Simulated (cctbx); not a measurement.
# Ho6GaCu2 with cctbx, script by script

Library: cctbx 2025.11.

## 1. Energy scan

run.py:

```python
from cctbx import adptbx, crystal, miller, xray
from cctbx.array_family import flex
from cctbx.eltbx import sasaki

cs = crystal.symmetry(unit_cell=(9.354, 9.597, 9.894, 90, 90, 90), space_group_symbol='Hall: -I 2 2')  # Immm
atoms = [  # label, site, U (iso, or U11 U22 U33 U12 U13 U23 in A^2), occupancy
    ("Ho1", (0.3025, 0.5, 0.1807), (0.0184, 0.0198, 0.0194, 0.0000, 0.0014, 0.0000), 1),
    ("Ho2", (0.7785, 0.1834, 0), (0.0168, 0.0162, 0.0162, 0.0003, 0.0000, 0.0000), 1),
    ("Ho3", (0.5, 0.7968, 0.2345), (0.0161, 0.0175, 0.0269, 0.0000, 0.0000, 0.0058), 1),
    ("Ga1", (0, 0.5, 0), (0.0367, 0.0357, 0.0357, -0.0000, 0.0000, 0.0000), 1),
    ("Ga2", (0.5, 0, 0), (0.0435, 0.0228, 0.0349, -0.0000, 0.0000, 0.0000), 1),
    ("Cu1", (0.5, 0.3667, 0), (0.0256, 0.0261, 0.0260, 0.0000, 0.0000, 0.0000), 1),
    ("Cu2", (0, 0, 0.8781), (0.0211, 0.0251, 0.0199, 0.0000, 0.0000, 0.0000), 1),
]
xs = xray.structure(crystal_symmetry=cs)
for label, site, u, occ in atoms:
    u = adptbx.u_cif_as_u_star(cs.unit_cell(), u) if isinstance(u, tuple) else u
    xs.add_scatterer(xray.scatterer(label, site=site, u=u, occupancy=occ))
hkl = [(0, 0, 2), (1, 2, 1), (0, 1, 3), (1, 1, 0)]
ms = miller.set(cs, flex.miller_index(hkl + [tuple(-v for v in h) for h in hkl]), anomalous_flag=True)
print("E (eV)    f'(Ga)   f''   " + "".join("%16s" % ("|F|" + " ".join(map(str, h))) for h in hkl))
for e in [9767, 10117, 10247, 10307, 10337, 10352, 10359, 10363, 10371, 10375, 10382, 10397, 10427, 10517, 10767]:
    xs.set_inelastic_form_factors(12398.42 / e, "sasaki")
    t = sasaki.table("Ga").at_ev(e)
    f = flex.abs(ms.structure_factors_from_scatterers(xs, algorithm="direct").f_calc().data())
    n = len(hkl)
    print("%7.0f %7.2f %6.2f  " % (e, t.fp(), t.fdp()) + "".join("%9.1f/%6.1f" % (f[k], f[k + n]) for k in range(n)))
```

```console
$ python run.py
```

```text
E (eV)    f'(Ga)   f''           |F|0 0 2        |F|1 2 1        |F|0 1 3        |F|1 1 0
   9767   -2.53   0.55       83.3/  83.3      6.7/   6.7    421.8/ 421.8    120.0/ 120.0
  10117   -3.36   0.51       88.4/  88.4      6.4/   6.4    429.5/ 429.5    126.4/ 126.4
  10247   -4.08   0.50       91.4/  91.4      6.3/   6.3    431.6/ 431.6    130.0/ 130.0
  10307   -4.78   0.49       94.1/  94.1      6.2/   6.2    432.4/ 432.4    133.1/ 133.1
  10337   -5.49   0.49       96.8/  96.8      6.2/   6.2    432.8/ 432.8    136.1/ 136.1
  10352   -6.20   0.49       99.4/  99.4      6.2/   6.2    433.0/ 433.0    138.9/ 138.9
  10359   -6.83   0.49      101.7/ 101.7      6.2/   6.2    433.1/ 433.1    141.4/ 141.4
  10363   -7.49   0.49      104.1/ 104.1      6.2/   6.2    433.2/ 433.2    143.9/ 143.9
  10371   -7.90   3.89      101.5/ 101.5      6.3/   6.3    433.3/ 433.3    143.6/ 143.6
  10375   -7.03   3.89       98.2/  98.2      6.2/   6.2    433.3/ 433.3    140.2/ 140.2
  10382   -6.29   3.88       95.5/  95.5      6.2/   6.2    433.4/ 433.4    137.4/ 137.4
  10397   -5.49   3.87       92.6/  92.6      6.2/   6.2    433.6/ 433.6    134.4/ 134.4
  10427   -4.70   3.85       89.8/  89.8      6.2/   6.2    434.0/ 434.0    131.5/ 131.5
  10517   -3.67   3.78       86.4/  86.4      6.1/   6.1    435.1/ 435.1    128.0/ 128.0
  10767   -2.52   3.60       83.2/  83.2      5.9/   5.9    437.7/ 437.7    124.8/ 124.8
```

Run time: 0.32 s on 1 thread of Arm Neoverse N1, on a shared host, peak memory 0.07 GiB.

[Logs are printed without paths, hosts, clocks, repeated set-up lines and the standing remarks that a program may print on its own settings, such as how far it seeks lower states.]
